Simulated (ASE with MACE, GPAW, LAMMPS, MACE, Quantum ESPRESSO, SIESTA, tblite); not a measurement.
# Machine-learned potentials on glassy 44SiO2-56MgO (mol %) (83 atoms): settings against a plane-wave reference

How do the settings of machine-learned potentials change the result for glassy 44SiO2-56MgO (mol %) (83 atoms)? A plane-wave run serves as the yardstick.

Main program and level: ASE with MACE; the method is named at each step.

## (1) The structure

The cell holds 83 atoms: 15 Si, 19 Mg and 49 O. Cell: a = 10.182 Å, b = 10.182 Å, c = 10.182 Å, α = 90.0°, β = 90.0°, γ = 90.0°. 83 atoms (15 Si, 19 Mg, 49 O) placed at random at 2.56 g/cm³, melted at 4000 K for 10 ps at fixed volume with the Morse and Coulomb pair potential with partial charges (Pedone, Malavasi, Menziani, Cormack and Segre, J. Phys. Chem. B 110, 11780 (2006)). Quenched from 4000 K to 300 K at 30 K/ps and fixed volume, held 10 ps at zero pressure.

The yardstick, on the same geometry:

| Property | Result |
| --- | --- |
| method | Kohn-Sham DFT, PBE, SSSP efficiency 1.3.0 pseudopotentials, plane waves (Quantum ESPRESSO 7.5); sssp-pbe-1.3.0-efficiency, cutoffs 60/480 Ry, Γ point |
| r.m.s. force component | 1.425 eV/Å |
| longest force | 6.188 eV/Å |
| pressure | 5.229 GPa |
| gap (highest filled to lowest empty level) | 3.319 eV |
| time | 3.9 min on 2 MPI ranks of Arm Neoverse V1, shared host |
| CPU time | 7.9 min |

## (2) MACE MP-0b2 small potential

Method: machine-learned interatomic potential MACE MP-0b2 small, trained on PBE(+U) plane-wave data.

run.py

```python
import numpy as np
from ase.io import read
import mlip  # loads the published weights by name

atoms = read("structure.xyz")
atoms.calc = mlip.calc("mace-mp-0b2-small")
energy = atoms.get_potential_energy()
forces = atoms.get_forces()
print(f"energy {energy:.6f} eV")
print("forces (eV/A)")
for i, (a, f) in enumerate(zip(atoms, forces)):
    print(f"{i:4d} {a.symbol:2s} {f[0]:10.5f} {f[1]:10.5f} {f[2]:10.5f}")
stress = -atoms.get_stress(voigt=False) * 160.21766
print("stress (GPa, compression positive)")
for row in stress:
    print(" ".join(f"{x:10.4f}" for x in row))
```

structure.xyz

```xyz
83
Lattice="10.18214 0.00000 0.00000 0.00000 10.18214 0.00000 0.00000 0.00000 10.18214" Properties=species:S:1:pos:R:3 pbc="T T T"
Si 2.91342 8.88310 9.54637
Si 0.61296 9.48324 1.16677
Si 7.64078 5.89210 8.04175
Si 5.30357 2.21930 7.92130
Si 4.61119 1.01811 0.42225
Si 7.79911 0.83158 3.00180
Si 2.49717 2.90262 7.07750
Si 2.54645 5.09107 4.83244
Si 10.17379 4.58991 1.94204
Si 1.73504 4.73734 9.59942
Si 7.52633 6.09116 4.94068
Si 2.98754 9.37887 4.32303
Si 1.62059 10.02208 7.01448
Si 8.37226 2.92370 7.69841
Si 6.42310 9.78229 7.04156
Mg 9.78921 2.13693 0.52672
Mg 3.99425 3.88062 1.73381
Mg 4.00698 7.60585 6.75534
Mg 7.77193 0.39293 9.96699
Mg 7.32972 3.61405 2.86902
Mg 2.39178 6.95623 1.89612
Mg 9.63556 7.04462 10.17175
Mg 7.15377 5.31844 0.81661
Mg 4.65792 6.30101 9.82882
Mg 6.25428 8.31087 1.46694
Mg 4.71138 1.32918 3.60152
Mg 0.58333 7.42013 4.12886
Mg 9.23754 8.96028 8.18970
Mg 9.07168 0.78148 5.72501
Mg 4.79874 6.13494 3.10229
Mg 8.52327 7.94655 2.82055
Mg 0.86161 1.66661 3.20717
Mg 9.88116 4.13690 5.09412
Mg 6.31232 8.72436 4.64468
O 1.92677 1.39190 7.05816
O 8.68109 7.18279 4.62839
O 0.80785 3.93326 0.57987
O 0.33876 3.64185 3.14486
O 9.18113 2.64573 6.42911
O 2.52293 8.08299 3.70447
O 4.51069 7.27534 1.44169
O 9.09733 1.03624 3.83266
O 5.29634 0.62956 7.50536
O 4.06308 2.85222 7.22545
O 5.72277 4.64020 2.03500
O 7.23512 5.86787 6.43623
O 8.62478 6.99177 8.42613
O 1.02840 6.09595 9.37215
O 2.65326 9.19946 5.99127
O 1.03135 5.64630 4.90535
O 6.37483 6.74882 4.00677
O 4.15258 1.79236 1.75041
O 5.09107 2.14752 9.55176
O 5.82581 10.14212 0.67793
O 1.92646 8.58670 0.67334
O 0.37043 6.10012 1.94051
[... 23 atom lines left out ...]
O 5.77796 8.39843 6.57237
O 0.89104 0.81203 1.31278
O 7.98086 4.71382 4.32222
O 4.59489 9.64839 4.12682
```

Command:

```bash
OMP_NUM_THREADS=1 python run.py > output.txt
```

What it wrote:

```text
energy -570.864337 eV
forces (eV/A)
   0 Si   -1.50563    2.30924    0.31794
   1 Si   -1.64057   -0.45672   -2.88409
   2 Si    0.41435   -3.66223   -2.11433
   3 Si    0.75039   -3.16665    1.65964
   4 Si    2.31790   -0.65635    0.92194
   5 Si   -0.46166   -0.51168   -3.12846
   6 Si   -1.01821    1.24487   -0.80938
   7 Si    0.34393    1.03368    2.70043
   8 Si   -0.48818   -1.20119   -2.74437
   9 Si   -0.69531   -0.87463    0.16973
  10 Si    0.49105    0.92599   -2.55407
  11 Si    2.04138    4.55509    2.20018
  12 Si    0.27468   -1.05044   -1.44917
  13 Si   -1.46269    1.05536    3.69147
  14 Si   -0.03187    0.10671    0.39088
  15 Mg    0.07515    0.86585   -0.94521
  16 Mg   -0.51866   -0.77993   -0.74874
  17 Mg   -0.27173   -0.03997    0.08113
  18 Mg   -0.62976    0.34934    0.30538
  19 Mg   -0.68766   -0.34404    0.02261
  20 Mg    0.18489    0.50379   -0.53284
  21 Mg   -0.18487   -0.38122    0.34826
  22 Mg   -0.18534    0.70245   -0.37762
  23 Mg   -0.25392   -0.44761    0.14927
[...]
75 O     2.01016   -0.50152    1.72040
  76 O    -0.55852    0.37952   -0.30970
  77 O     0.84113    0.11245   -1.50488
  78 O    -0.07777    2.09134    0.49715
  79 O    -1.15164   -1.32862   -0.38775
  80 O     0.71016    3.58947    0.54358
  81 O     1.32132   -2.51207   -0.41945
  82 O     0.51512   -0.78857    0.13623
stress (GPa, compression positive)
    4.8235     0.0472     2.1314
    0.0472     5.6363     0.1301
    2.1314     0.1301     5.1284
```

The job ended after 8.2 s (1 thread of Arm Neoverse V1, shared host; peak memory 0.66 GiB).

Banners, paths, timers and routine set-up lines are dropped from the logs unmarked, and long logs keep their key lines alone; longer cuts are marked.

Compared with the plane-wave run:

```yaml
r_m_s_force_component: 1.369 eV/Å
r_m_s_difference_of_force_components: 89.76 meV/Å
longest_difference_of_force_vectors: 376.4 meV/Å
force_difference_over_r_m_s_force: 6.298 %
slope_of_forces_against_the_reference_s: 0.9596
correlation_of_force_components: 0.9987
pressure: 5.196 GPa
pressure_difference: -0.0332 GPa
```

Length of the force difference by element (eV/Å):

| element | atoms | mean | most |
| --- | --- | --- | --- |
| Mg | 19 | 0.14 | 0.27 |
| O | 49 | 0.12 | 0.30 |
| Si | 15 | 0.20 | 0.38 |

Local excerpt of 9 atoms (numbers count through the whole input) about O40, which bears the longest force; x, y, z are measured from there.

| atom | x | y | z | distance (Å) | bonds | Fx | Fy | Fz (eV/Å) |
| --- | --- | --- | --- | --- | --- | --- | --- | --- |
| O40 | 0.00 | 0.00 | 0.00 | 0.00 | 3 | -2.53 | -4.64 | -2.71 |
| Si12 | 0.46 | 1.30 | 0.62 | 1.51 | 4 | 2.04 | 4.56 | 2.20 |
| Mg27 | -1.94 | -0.66 | 0.42 | 2.09 | 4 | -0.18 | -0.40 | 0.32 |
| Mg21 | -0.13 | -1.13 | -1.81 | 2.13 | 4 | 0.18 | 0.50 | -0.53 |
| O49 | 0.13 | 1.12 | 2.29 | 2.55 | 3 | 0.26 | -0.52 | 0.32 |
| O83 | 2.07 | 1.57 | 0.42 | 2.63 | 3 | 0.52 | -0.79 | 0.14 |
| O66 | -0.12 | 2.78 | 0.33 | 2.81 | 3 | -0.79 | 0.81 | -0.64 |
| O58 | -2.45 | 0.75 | -1.24 | 2.84 | 3 | -0.78 | -2.30 | 3.04 |
| O61 | 1.04 | -2.01 | 1.92 | 2.97 | 2 | 0.38 | 0.40 | 0.37 |

Atoms are counted from 1 here, from 0 in the log.

Forces lie 6.3 % from the reference's, at 0.016 times its CPU time (on 1 against 2 cores).

## (3) MACE MP-0b3 medium potential

Method: machine-learned interatomic potential MACE MP-0b3 medium, trained on PBE(+U) plane-wave data.

run.py, as its differences from that of step 2:

```diff
@@ -5,3 +5,3 @@
 atoms = read("structure.xyz")
-atoms.calc = mlip.calc("mace-mp-0b2-small")
+atoms.calc = mlip.calc("mace-mp-0b3-medium")
 energy = atoms.get_potential_energy()
```

structure.xyz is that of step 2.

What it wrote:

```text
energy -570.295254 eV
forces (eV/A)
   0 Si   -1.57043    2.35748    0.29941
   1 Si   -1.61186   -0.55526   -2.89861
   2 Si    0.47030   -3.63198   -2.17550
   3 Si    0.75263   -3.30007    1.68841
   4 Si    2.41759   -0.67668    0.97439
   5 Si   -0.46925   -0.48370   -3.13828
   6 Si   -1.05733    1.09783   -0.74488
   7 Si    0.37020    1.05156    2.81308
   8 Si   -0.47737   -1.24610   -2.72894
   9 Si   -0.80379   -0.79078    0.06342
  10 Si    0.53756    1.02684   -2.41154
  11 Si    2.00549    4.74437    2.11934
  12 Si    0.20120   -0.92160   -1.44275
  13 Si   -1.40995    1.13874    3.69155
  14 Si   -0.13562    0.11517    0.41285
  15 Mg    0.01484    0.80307   -0.92788
  16 Mg   -0.46862   -0.79716   -0.75626
  17 Mg   -0.33249   -0.07138    0.12183
  18 Mg   -0.57472    0.38906    0.33605
  19 Mg   -0.70540   -0.31450    0.01128
  20 Mg    0.21023    0.50160   -0.51172
  21 Mg   -0.24795   -0.39454    0.31342
  22 Mg   -0.22499    0.73574   -0.27571
  23 Mg   -0.21614   -0.36277    0.33565
[...]
75 O     1.95696   -0.53843    1.66760
  76 O    -0.54816    0.37822   -0.19648
  77 O     0.84334    0.09324   -1.40361
  78 O     0.02299    2.10412    0.47557
  79 O    -1.11942   -1.36156   -0.32834
  80 O     0.74763    3.58844    0.51065
  81 O     1.31449   -2.48710   -0.46734
  82 O     0.42430   -0.85072    0.17286
stress (GPa, compression positive)
    4.8315    -0.0284     2.1391
   -0.0284     5.5869     0.1025
    2.1391     0.1025     5.0951
```

The job ended after 8.6 s (1 thread; peak memory 1.1 GiB).

Compared with the plane-wave run:

```
r.m.s. force component                  : 1.359 eV/Å
r.m.s. difference of force components   : 92.14 meV/Å
longest difference of force vectors     : 333.9 meV/Å
force difference over r.m.s. force      : 6.465 %
slope of forces against the reference's : 0.9527
correlation of force components         : 0.9989
pressure                                : 5.171 GPa
pressure difference                     : -0.0581 GPa
```

Against the first run (6.3 %), the force difference from the reference is 6.5 %, at 1.2 times the CPU time.

## (4) MACE MPA-0 medium potential

Method: machine-learned interatomic potential MACE MPA-0 medium, trained on PBE(+U) plane-wave data.

run.py, as its differences from that of step 3:

```diff
@@ -5,3 +5,3 @@
 atoms = read("structure.xyz")
-atoms.calc = mlip.calc("mace-mp-0b3-medium")
+atoms.calc = mlip.calc("mace-mpa-0-medium")
 energy = atoms.get_potential_energy()
```

structure.xyz is that of step 3.

What it wrote:

```text
energy -570.898060 eV
forces (eV/A)
   0 Si   -1.55803    2.37150    0.24951
   1 Si   -1.70391   -0.51933   -2.89715
   2 Si    0.48439   -3.67657   -2.24503
   3 Si    0.80404   -3.31767    1.75608
   4 Si    2.36374   -0.68604    0.84159
   5 Si   -0.41647   -0.58250   -3.28002
   6 Si   -1.07221    1.13215   -0.68670
   7 Si    0.36609    1.02644    2.74672
   8 Si   -0.41933   -1.24447   -2.79939
   9 Si   -0.72768   -0.75532    0.18115
  10 Si    0.57570    1.08594   -2.52669
  11 Si    2.06671    4.62994    2.14983
  12 Si    0.16712   -1.02223   -1.40506
  13 Si   -1.39712    1.12168    3.85865
  14 Si   -0.05864    0.07717    0.36922
  15 Mg   -0.05261    0.78905   -1.05792
  16 Mg   -0.50071   -0.82744   -0.91820
  17 Mg   -0.33752   -0.04429    0.14044
  18 Mg   -0.55286    0.44484    0.27367
  19 Mg   -0.61303   -0.31351   -0.02917
  20 Mg    0.18898    0.53372   -0.56470
  21 Mg   -0.21360   -0.44498    0.34968
  22 Mg   -0.15117    0.73496   -0.42608
  23 Mg   -0.27850   -0.41902    0.29370
[...]
75 O     1.98088   -0.48604    1.71296
  76 O    -0.57781    0.36461   -0.15653
  77 O     0.78671    0.08293   -1.39498
  78 O    -0.01584    2.11142    0.55029
  79 O    -1.15126   -1.35340   -0.34858
  80 O     0.72712    3.63869    0.52787
  81 O     1.35272   -2.53168   -0.44477
  82 O     0.41986   -0.79320    0.16701
stress (GPa, compression positive)
    5.3843     0.0106     2.4389
    0.0106     6.2165     0.0350
    2.4389     0.0350     5.5364
```

The job ended after 8.6 s (1 thread; peak memory 1.1 GiB).

Against the reference:

- r.m.s. force component: 1.385 eV/Å
- r.m.s. difference of force components: 71.65 meV/Å
- longest difference of force vectors: 306.3 meV/Å
- force difference over r.m.s. force: 5.027 %
- slope of forces against the reference's: 0.971
- correlation of force components: 0.9991
- pressure: 5.712 GPa
- pressure difference: 0.4831 GPa

Against the first run (6.3 %), the force difference from the reference is 5.0 %, at 1.2 times the CPU time.

## (5) The ladder

Differences are against the plane-wave reference, forces as r.m.s. over components; share is that over the reference's r.m.s. force, slope the least-squares factor from reference forces to these. Total energies of different programs have different zeros and aren't compared.

| run | Δ force, r.m.s. (meV/Å) | share (%) | slope | Δ pressure (GPa) | cores | CPU time | memory (GiB) |
| --- | --- | --- | --- | --- | --- | --- | --- |
| reference | - | - | - | - | 2 | 7.9 min | 3.0 |
| MACE MP-0b2 small potential | 89.8 | 6.30 | 0.960 | -0.0332 | 1 | 7.3 s | 0.66 |
| MACE MP-0b3 medium potential | 92.1 | 6.46 | 0.953 | -0.0581 | 1 | 8.6 s | 1.1 |
| MACE MPA-0 medium potential | 71.7 | 5.03 | 0.971 | 0.483 | 1 | 8.6 s | 1.1 |

Times of the machine-learned potentials are mostly Python's start and the loading of weights.

CPU time is summed over cores on a shared host, where runs went side by side, so it is rough. Symmetry, cutoffs, thresholds, outputs and thread counts weren't matched or tuned between programs; memory under MPI is the largest rank's times the ranks.

## (6) Results

| Property | Result |
| --- | --- |
| nearest in forces | MACE MPA-0 medium potential, 5.0 % |
| its CPU time | 8.6 s |

What this shows: Machine-learned potentials differ by 5.0 % (MACE MPA-0 medium potential) to 6.5 % (MACE MP-0b3 medium potential); they were trained on other programs' data. The reference's pressure holds the uncorrected Pulay stress of its 60 Ry basis, so small pressure differences, and their order, may be the reference's own error. Machine-learned potentials mimic data converged in k, so the reference's own k-point error enters their differences. The quench rate of 30 K/ps is many orders above laboratory rates, so the cell is likely richer in defects and strain than a real sample. The network of bonds at the start is that of the classical potential that made the cell, and needn't be the one that DFT or experiment would give. The electronic-structure runs sample only Γ, in a cell whose shortest periodic width is 10 Å.

[Also dropped from logs without a mark: logging warnings of Python, and SIESTA's first energy breakdown and zero terms.]

[Logs are printed without paths, hosts, clocks, repeated set-up lines and the standing remarks that a program may print on its own settings, such as how far it seeks lower states.]

[Hosts, paths, dates, database ids (printed as entryN), source tags and the programs' standing remarks are cut or masked in the printed files.]
